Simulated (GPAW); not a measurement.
KCrF3 (P4/mmm), K K edge of atom 2, with 4 F at 2.89 Å and 8 F at 3.08 Å (distorted cuboctahedral, site symmetry 4/mmm). Method: GPAW, LDA + U (Cr 3 eV), full core hole (charged cell), 20-atom cell with 7.4 Å between holes, 4×4×4 k points, dipole transitions, Gaussian full width 0.9 eV up to 4 eV, rising linearly to 3.5 eV at 25 eV.

```xyz
5
Lattice="4.0936 0.0000 0.0000 0.0000 4.0936 0.0000 0.0000 0.0000 4.6006" Properties=species:S:1:pos:R:3 pbc="T T T"
Cr    0.0000    0.0000    0.0000
K     2.0468    2.0468    2.3003
F     2.0468    0.0000    0.0000
F     0.0000    2.0468    0.0000
F     0.0000    0.0000    2.3003
```

Energy from the lowest empty level; a common scale on which the isotropic spectrum has a mean of 1 over the first 20 eV.

```
E (eV)  curve 1  curve 2
 -2.00     0.00     0.00
 -1.25     0.00     0.00
 -0.50     0.00     0.00
  0.25     0.01     0.02
  1.00     0.04     0.08
  1.75     0.17     0.18
  2.50     1.02     0.90
  3.25     2.16     1.58
  4.00     1.86     1.77
  4.75     1.01     1.59
  5.50     1.16     1.27
  6.25     2.20     0.84
  7.00     3.25     1.45
  7.75     1.98     1.86
  8.50     1.34     2.08
  9.25     0.92     2.16
 10.00     0.51     1.88
 10.75     0.34     1.27
 11.50     0.29     0.76
 12.25     0.32     0.46
 13.00     0.39     0.29
 13.75     0.53     0.24
 14.50     0.72     0.29
 15.25     0.93     0.47
 16.00     1.02     0.73
 16.75     0.97     0.95
 17.50     0.86     1.03
 18.25     0.77     1.00
 19.00     0.74     0.92
 19.75     0.76     0.88
 20.50     0.82     0.87
 21.25     0.88     0.87
 22.00     0.92     0.85
 22.75     0.94     0.82
 23.50     0.97     0.77
 24.25     1.04     0.72
 25.00     1.16     0.70
 25.75     1.31     0.76
 26.50     1.49     0.90
 27.25     1.69     1.12
 28.00     1.86     1.39
 28.75     1.92     1.62
 29.50     1.81     1.75
 30.25     1.59     1.72
 31.00     1.32     1.56
```

Q: The curves are for the electric vector along different Cartesian axes of the cell as given, averaged over the symmetry-equivalent atoms. Which is which?

Curve 1: along z (c), main maxima 3.5 eV (2.29), 6.9 eV (3.27) and 28.6 eV (1.92). Curve 2: along x (⊥ c) (the other in-plane axis gives the same curve within 3 %), main maxima 3.7 eV (1.90), 9.1 eV (2.17) and 29.7 eV (1.76). A K edge sees empty p states on the absorber. Each direction probes the empty orbitals that point along it. The hole lies in one spin channel, while the script sums the empty states of both and takes the lower zero; where the two channels are split, this blurs and shifts the curve. The spins start ferromagnetically in a simple order, which needn't be the measured one; gap and edge can depend on it.

[Banner, clock and machine lines of the logs are left out without a mark of their own.]

[Logs are printed without paths, hosts, clocks, repeated set-up lines and the standing remarks that a program may print on its own settings, such as how far it seeks lower states.]

[Hosts, paths, dates, database ids (printed as entryN), source tags and the programs' standing remarks are cut or masked in the printed files.]

[Lists of maxima count a maximum above −3 eV only where it reaches 4 % of the highest in the window and stands out from its surroundings by 2 % of it (1.5 % where it reaches 55 %); shoulders and weaker maxima are passed over, and of the rest the first, up to two pre-edge ones and the few strongest are named.]
